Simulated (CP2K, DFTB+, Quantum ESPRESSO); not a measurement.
**Running twisted Ti2CO2 MXene bilayer, 38.21° (70 atoms) with CP2K**

Wanted: CP2K inputs and outputs for twisted Ti2CO2 MXene bilayer, 38.21° (70 atoms), checked against a plane-wave reference.

Calculated with CP2K 2026.2; the method is named at each step.

### 1. Starting point

The cell holds 70 atoms: 14 C, 28 Ti and 28 O. Its edges and angles: a = 8.017 Å, b = 8.017 Å, c = 25.590 Å, α = 90.0°, β = 90.0°, γ = 120.0°. It derives from Ti2CO2 (Ti2CO2 MXene). Ti2CO2 MXene (a = 3.03 Å) under Ti2CO2 MXene (a = 3.03 Å), bilayer, commensurate cell of 7 unit cells a layer, twist 38.21 deg; facing planes 2.71 Å apart; 14 Å of vacuum; layers as built, displaced by a Gaussian of 0.01 Å. Then every atom was moved at random, 0.02 Å r.m.s. a Cartesian component. Regions: layer 1, 35 atoms (7 C, 14 Ti and 14 O); layer 2, 35 atoms (7 C, 14 Ti and 14 O). Vacuum lies along c.

The yardstick, on the same geometry:

| Property | Result |
| --- | --- |
| method | Kohn-Sham DFT, PBE, SSSP efficiency 1.3.0 pseudopotentials, plane waves (Quantum ESPRESSO 7.5); sssp-pbe-1.3.0-efficiency, cutoffs 60/480 Ry, Γ point |
| r.m.s. force component | 0.4611 eV/Å |
| longest force | 1.748 eV/Å |
| gap (highest filled to lowest empty level) | 0.5001 eV |
| time | 7.8 min on 4 MPI ranks of Intel Xeon 6975P-C (Granite Rapids), shared host |
| CPU time | 31 min |

### 2. PBE, DZVP-UZH, 800/50 Ry, diagonalisation

Method: Kohn-Sham DFT, PBE, GTH-PBE pseudopotentials, Gaussian and plane waves, DZVP-MOLOPT (UZH set), diagonalisation.

Contents of input.inp:

```
&GLOBAL
  PROJECT cell
  RUN_TYPE ENERGY_FORCE
  PRINT_LEVEL LOW
&END GLOBAL
&FORCE_EVAL
  METHOD QS
  &DFT
    BASIS_SET_FILE_NAME BASIS_MOLOPT_UZH
    POTENTIAL_FILE_NAME POTENTIAL_UZH
    &MGRID
      CUTOFF 800
      REL_CUTOFF 50
      NGRIDS 5
    &END MGRID
    &QS
      EPS_DEFAULT 1.0E-12
    &END QS
    &SCF
      SCF_GUESS ATOMIC
      EPS_SCF 5.0E-06
      MAX_SCF 200
      ADDED_MOS 45
      &DIAGONALIZATION
        ALGORITHM STANDARD
      &END DIAGONALIZATION
      &SMEAR ON
        METHOD FERMI_DIRAC
        ELECTRONIC_TEMPERATURE [K] 580
      &END SMEAR
      &MIXING
        METHOD BROYDEN_MIXING
        ALPHA 0.2
        NBROYDEN 12
        BETA 0.05
      &END MIXING
      &PRINT
        &RESTART OFF
        &END RESTART
      &END PRINT
    &END SCF
    &XC
      &XC_FUNCTIONAL PBE
      &END XC_FUNCTIONAL
    &END XC
    &PRINT
      &MULLIKEN ON
      &END MULLIKEN
      &HIRSHFELD ON
        SHAPE_FUNCTION DENSITY
      &END HIRSHFELD
      &MO ON
        EIGENVALUES T
        OCCUPATION_NUMBERS T
        MO_INDEX_RANGE 269 292
        &EACH
          QS_SCF 0
        &END EACH
        ADD_LAST NUMERIC
      &END MO
    &END PRINT
  &END DFT
  &SUBSYS
    &CELL
      A 8.01660 0.00000 0.00000
      B -4.00830 6.94258 0.00000
      C 0.00000 0.00000 25.59000
    &END CELL
    &COORD
      SCALED
      C 0.99607 0.99827 0.36133
      Ti 0.19259 0.23698 0.40936
      Ti 0.23679 0.04496 0.30988
      O 0.23888 0.04411 0.44742
      O 0.18862 0.23586 0.27450
      C 0.13795 0.42524 0.36080
      Ti 0.33411 0.66172 0.41424
      Ti 0.38126 0.47820 0.30785
      O 0.37829 0.47483 0.44767
      O 0.33375 0.66625 0.27372
      C 0.29007 0.86334 0.36018
      Ti 0.47540 0.09751 0.41162
      Ti 0.51711 0.89800 0.31011
      O 0.52946 0.90318 0.44668
      O 0.47772 0.09839 0.27412
      C 0.42818 0.28876 0.35932
      Ti 0.61640 0.52164 0.41081
      Ti 0.66245 0.32432 0.30799
      O 0.67357 0.33731 0.44735
      O 0.61752 0.52301 0.27528
      C 0.57264 0.71433 0.36106
      Ti 0.76160 0.95182 0.41216
      Ti 0.80971 0.76546 0.30885
      O 0.80753 0.76289 0.44755
      O 0.76225 0.95135 0.27423
      C 0.71299 0.14629 0.35970
      Ti 0.90614 0.37859 0.41195
      Ti 0.94999 0.19327 0.30983
      O 0.95274 0.18803 0.44656
      O 0.90690 0.39061 0.27357
      C 0.86127 0.57590 0.36130
      Ti 0.04916 0.81087 0.41162
      Ti 0.09997 0.62188 0.30762
      O 0.08681 0.61728 0.44843
      O 0.04403 0.81127 0.27357
      C 0.85871 0.28531 0.64049
      Ti 0.61882 0.09648 0.69133
      Ti 0.66982 0.33897 0.58746
      O 0.67002 0.33275 0.72577
      O 0.62042 0.10239 0.55248
      C 0.71399 0.57272 0.64005
      Ti 0.47811 0.38386 0.69067
      Ti 0.52666 0.61742 0.59037
      O 0.52951 0.62141 0.72596
      O 0.48619 0.38288 0.55392
      C 0.43528 0.14298 0.63787
      Ti 0.19127 0.95463 0.69093
      Ti 0.24134 0.19643 0.58861
      O 0.23769 0.18722 0.72517
      O 0.19483 0.95235 0.55418
      C 0.56880 0.86254 0.64128
      Ti 0.32689 0.65887 0.69036
      Ti 0.38342 0.90946 0.58972
      O 0.37525 0.90496 0.72766
      O 0.33510 0.66762 0.55206
      C 0.28832 0.43380 0.63855
[... 10 atom lines left out ...]
      Ti 0.89726 0.51918 0.69148
      Ti 0.95173 0.76377 0.58899
      O 0.94717 0.75889 0.72566
      O 0.90668 0.51815 0.55380
    &END COORD
    &KIND C
      BASIS_SET DZVP-MOLOPT-PBE-GTH-q4
      POTENTIAL GTH-PBE-q4
    &END KIND
    &KIND Ti
      BASIS_SET DZVP-MOLOPT-PBE-GTH-q12
      POTENTIAL GTH-PBE-q12
    &END KIND
    &KIND O
      BASIS_SET DZVP-MOLOPT-PBE-GTH-q6
      POTENTIAL GTH-PBE-q6
    &END KIND
  &END SUBSYS
  &PRINT
    &FORCES ON
    &END FORCES
  &END PRINT
&END FORCE_EVAL
```

On the command line:

```
$ OMP_NUM_THREADS=1 mpirun -np 4 cp2k.psmp -i input.inp > output.txt
```

Numbers of over 12 decimals in the logs are rounded to 6 here.

What it wrote:

```text
CP2K| version string:                                       CP2K version 2026.2
 CP2K| Input file name                                                 input.inp
 GLOBAL| Basis set file name                                    BASIS_MOLOPT_UZH
 GLOBAL| Potential file name                                       POTENTIAL_UZH
 GLOBAL| Run type                                                   ENERGY_FORCE
 GLOBAL| Total number of message passing processes                             4
 GLOBAL| Number of threads for this process                                    1
 TOTAL NUMBERS AND MAXIMUM NUMBERS
  Total number of            - Atomic kinds:                                   3
                             - Atoms:                                         70
                             - Shell sets:                                    70
                             - Shells:                                       434
                             - Primitive Cartesian functions:                378
                             - Cartesian basis functions:                   1456
                             - Spherical basis functions:                   1274
  Maximum angular momentum of- Orbital basis functions:                        3
                             - Local part of the GTH pseudopotential:          2
                             - Non-local part of the GTH pseudopotential:      3
 SCF PARAMETERS         Density guess:                                    ATOMIC
                        max_scf:                                             200
                        eps_scf:                                        5.00E-06
                        added MOs                                        45    0
                        Mixing method:                            BROYDEN_MIXING
                                                charge density mixing in g-space
                        Smear method:                                FERMI_DIRAC
                        Electronic temperature [K]:                        580.0
                        Electronic temperature [a.u.]:                  1.84E-03
                        Accuracy threshold:                             1.00E-10
 Extrapolation method: initial_guess
 Number of electrons:                                                        560
 Number of occupied orbitals:                                                280
 Number of molecular orbitals:                                               325
 Number of orbital functions:                                               1274
 Number of independent orbital functions:                                   1274
 SCF WAVEFUNCTION OPTIMIZATION
  Step     Update method      Time    Convergence         Total energy    Change
     1 NoMix/Diag. 0.20E+00    6.6     1.07299671     -2169.1396817341 -2.17E+03
     2 Broy./Diag. 0.20E+00   11.8     0.32946566     -2152.9649297428  1.62E+01
     3 Broy./Diag. 0.20E+00   11.5     0.11921479     -2156.0301449635 -3.07E+00
     4 Broy./Diag. 0.20E+00   11.5     0.08857512     -2154.1996351333  1.83E+00
[...]
17 Broy./Diag. 0.20E+00   11.2     0.00000769     -2157.6594506004  8.20E-04
    18 Broy./Diag. 0.20E+00   11.0     0.00000446     -2157.6589173452  5.33E-04
  *** SCF run converged in    18 steps ***
  Electronic density on regular grids:       -559.9999999994        0.0000000006
  Core density on regular grids:              559.9999999998       -0.0000000002
  Total charge density on r-space grids:        0.0000000003
  Total charge density g-space grids:           0.0000000003
  Overlap energy of the core charge distribution:               1.6e-12
  Self energy of the core charge distribution:              -4335.341480
  Core Hamiltonian energy:                                   1142.890681
  Hartree energy:                                            1362.714129
  Exchange-correlation energy:                               -327.921426
  Electronic entropic energy:                                  -0.000821079
  Fermi energy:                                                 0.092450
  Total energy:                                             -2157.658917
  Total energy (extrapolated to T->0):                      -2157.658507
 MO| EIGENVALUES AND OCCUPATION NUMBERS
 MO|
 MO|  Index      Eigenvalue [a.u.]        Eigenvalue [eV]             Occupation
 MO|    269               0.009451               0.257177               2.000000
 MO|    270               0.010416               0.283443               2.000000
 MO|    271               0.010813               0.294226               2.000000
[...]
MO|    291               0.111847               3.043514               0.000052
 MO|    292               0.112664               3.065734               0.000033
 MO| Sum:                                                             560.000000
 MO| E(Fermi):            0.092450 a.u.          2.515700 eV
 !-----------------------------------------------------------------------------!
                     Mulliken Population Analysis
 #  Atom  Element  Kind  Atomic population                           Net charge
       1     C        1          4.260581                             -0.260581
       2     Ti       2         11.393107                              0.606893
       3     Ti       2         11.365097                              0.634903
[...]
69     O        3          6.505214                             -0.505214
      70     O        3          6.472295                             -0.472295
 # Total charge                            560.000000                  0.000000
 !-----------------------------------------------------------------------------!
 !-----------------------------------------------------------------------------!
                           Hirshfeld Charges
  #Atom  Element  Kind  Ref Charge     Population                    Net charge
      1       C      1       4.000          4.325                        -0.325
      2       Ti     2      12.000         11.599                         0.401
      3       Ti     2      12.000         11.585                         0.415
[...]
69       O      3       6.000          6.257                        -0.257
     70       O      3       6.000          6.248                        -0.248
  Total Charge                                                            0.000
 !-----------------------------------------------------------------------------!
 ENERGY| Total FORCE_EVAL ( QS ) energy [hartree]          -2157.659046
 FORCES| Atomic forces [hartree/bohr]
 FORCES|   Atom     x               y               z               |f|
 FORCES|      1  2.26300826E-03  1.36865621E-02 -9.11824753E-03   1.66007718E-02
 FORCES|      2 -7.13086557E-03 -8.80846198E-03 -6.92273951E-03   1.32801569E-02
 FORCES|      3 -2.95908702E-03 -1.10574305E-03  5.43728056E-03   6.28831326E-03
[...]
FORCES|     69  9.89780783E-03  3.54237366E-03  1.04488087E-02   1.48220314E-02
 FORCES|     70 -3.16184528E-03  1.09264674E-02 -1.11515400E-02   1.59292749E-02
 FORCES| Sum    -7.13140353E-05  4.60426788E-05 -1.24713451E-03
 FORCES| Total atomic force                                       1.25002004E-03
```

Elapsed: 3.8 min, on 4 MPI ranks of Intel Xeon 6975P-C (Granite Rapids), shared host; peak memory 9.1 GiB.

Banners, paths, timers and routine set-up lines are dropped from the logs unmarked, and long logs keep their key lines alone; longer cuts are marked.

Compared with the plane-wave run:

* r.m.s. force component: 0.4827 eV/Å
* r.m.s. difference of force components: 42.75 meV/Å
* longest difference of force vectors: 134.3 meV/Å
* force difference over r.m.s. force: 9.272 %
* slope of forces against the reference's: 1.044
* correlation of force components: 0.997
* gap (highest filled to lowest empty level): 0.4988 eV
* gap difference: -0.0013 eV

Length of the force difference by element (eV/Å):

```csv
element,atoms,mean,most
C,14,0.010,0.013
O,28,0.092,0.13
Ti,28,0.069,0.089
```

Levels nearest the highest filled one (eV from it): -2.02, -1.99, -1.98, -1.96, -1.92, -1.85, -1.26, -0.91, -0.07, -0.05, -0.03, 0.00, 0.50, 0.52, 0.53, 0.57, 0.57, 0.64, 0.67, 0.68, 0.74, 0.74, 0.77, 0.79.

Local excerpt of 9 atoms (numbers count through the whole input) about Ti38, picked at random; x, y, z are measured from there.

```csv
atom,x,y,z,distance (Å),bonds,Hirshfeld charge (e),Fx,Fy,Fz (eV/Å)
Ti38,0.00,0.00,0.00,0.00,6,0.42,0.08,-1.00,0.58
O45,-1.65,0.30,-0.86,1.88,3,-0.25,-0.75,0.17,-0.69
O70,1.18,1.24,-0.86,1.92,3,-0.25,-0.16,0.56,-0.57
O40,0.55,-1.64,-0.90,1.95,3,-0.25,0.61,-0.17,0.01
C46,-1.09,-1.36,1.29,2.17,6,-0.33,-0.46,0.47,1.07
C41,-0.58,1.62,1.35,2.19,6,-0.33,0.40,-0.11,0.13
C36,1.73,-0.37,1.36,2.23,6,-0.33,0.35,0.24,0.20
Ti43,-2.26,1.93,0.07,2.98,6,0.41,-0.96,0.93,-0.36
Ti68,0.56,2.95,0.04,3.00,6,0.42,0.33,0.77,0.32
```

Forces lie 9.3 % from the reference's, at 0.49 times its CPU time.

### 3. PBE, DZVP-UZH, 280/50 Ry, diagonalisation

Method: Kohn-Sham DFT, PBE, GTH-PBE pseudopotentials, Gaussian and plane waves, DZVP-MOLOPT (UZH set), diagonalisation.

input.inp, as its differences from that of step 2:

```diff
@@ -11,5 +11,4 @@
     &MGRID
-      CUTOFF 800
+      CUTOFF 280
       REL_CUTOFF 50
-      NGRIDS 5
     &END MGRID
@@ -69,4 +68,27 @@
     &COORD
-      SCALED
-[... 70 atom lines left out: the same atoms as in the first run ...]
+      C 3.98373 6.93057 9.24643
+      Ti 0.59403 1.64525 10.47552
+      Ti 1.71804 0.31214 7.92983
+      O 1.73820 0.30624 11.44948
+      O 0.56669 1.63748 7.02446
+      C -0.59860 2.95226 9.23287
+      Ti 0.02605 4.59404 10.60040
+      Ti 1.13964 3.31994 7.87788
+      O 1.12934 3.29655 11.45588
+      O 0.00501 4.62549 7.00449
+      C -1.13515 5.99381 9.21701
+      Ti 3.42024 0.67697 10.53336
+      Ti 0.54601 6.23444 7.93571
+      O 0.62425 6.27040 11.43054
+      O 3.43531 0.68308 7.01473
+      C 2.27511 2.00474 9.19500
+      Ti 2.85054 3.62153 10.51263
+      Ti 4.01062 2.25162 7.88146
+      O 4.04770 2.34180 11.44769
+      O 2.85403 3.63104 7.04442
+[... 46 atom lines left out ...]
+      Ti 5.11195 3.60445 17.69497
+      Ti 4.56822 5.30253 15.07225
+      O 4.55122 5.26865 18.56964
+      O 5.19159 3.59730 14.17174
     &END COORD
```

What it wrote:

```text
CP2K| version string:                                       CP2K version 2026.2
 CP2K| Input file name                                                 input.inp
 GLOBAL| Basis set file name                                    BASIS_MOLOPT_UZH
 GLOBAL| Potential file name                                       POTENTIAL_UZH
[... lines left out ...]
                        Smear method:                                FERMI_DIRAC
[... lines left out ...]
 Number of electrons:                                                        560
[... lines left out ...]
  Step     Update method      Time    Convergence         Total energy    Change
[... lines left out ...]
  *** SCF run converged in    18 steps ***
[... lines left out ...]
  Fermi energy:                                                 0.092439
  Total energy:                                             -2157.669397
  Total energy (extrapolated to T->0):                      -2157.668988
[... lines left out ...]
 MO| E(Fermi):            0.092439 a.u.          2.515387 eV
[... lines left out ...]
     70       O      3       6.000          6.248                        -0.248
  Total Charge                                                            0.000
 !-----------------------------------------------------------------------------!
 ENERGY| Total FORCE_EVAL ( QS ) energy [hartree]          -2157.669515
 FORCES| Atomic forces [hartree/bohr]
 FORCES|   Atom     x               y               z               |f|
 FORCES|      1  2.34473734E-03  1.37131659E-02 -8.99639864E-03   1.65675557E-02
 FORCES|      2 -7.08090583E-03 -9.09225140E-03 -7.45074935E-03   1.37230437E-02
 FORCES|      3 -3.35432006E-03 -9.34784628E-04  5.05033351E-03   6.13442368E-03
[...]
FORCES|     69  8.87675405E-03  6.52979088E-03  1.08230845E-02   1.54458438E-02
 FORCES|     70 -3.99223992E-03  1.11844852E-02 -1.16743042E-02   1.66529297E-02
 FORCES| Sum     4.87361843E-03 -1.00229425E-02 -2.37923752E-03
 FORCES| Total atomic force                                       1.13961530E-02
```

The job ended after 3.1 min (4 MPI ranks; peak memory 3.1 GiB; 13 min of CPU time).

Against the reference:

```yaml
r_m_s_force_component: 0.4877 eV/Å
r_m_s_difference_of_force_components: 89.64 meV/Å
longest_difference_of_force_vectors: 357.1 meV/Å
force_difference_over_r_m_s_force: 19.44 %
slope_of_forces_against_the_reference_s: 1.04
correlation_of_force_components: 0.9837
spacing_of_highest_filled_and_lowest_empty_level: 0.4993 eV
gap_difference: -0.0008 eV
energy_less_the_same_level_run_s: -4.07 meV/atom
r_m_s_force_difference_from_the_same_level_run: 77.17 meV/Å
```

This is a coarse setting, run to see what it loses.

Against the first run (9.3 %), the force difference from the reference is 19 %, at 0.82 times the CPU time: the grid matters here.

The forces add up to 0.59 eV/Å instead of zero, usually a sign of too coarse a grid.

(Continued in part 2 of 2.)

[Also dropped from logs without a mark: logging warnings of Python, and SIESTA's first energy breakdown and zero terms.]

[Logs are printed without paths, hosts, clocks, repeated set-up lines and the standing remarks that a program may print on its own settings, such as how far it seeks lower states.]

[Hosts, paths, dates, database ids (printed as entryN), source tags and the programs' standing remarks are cut or masked in the printed files.]
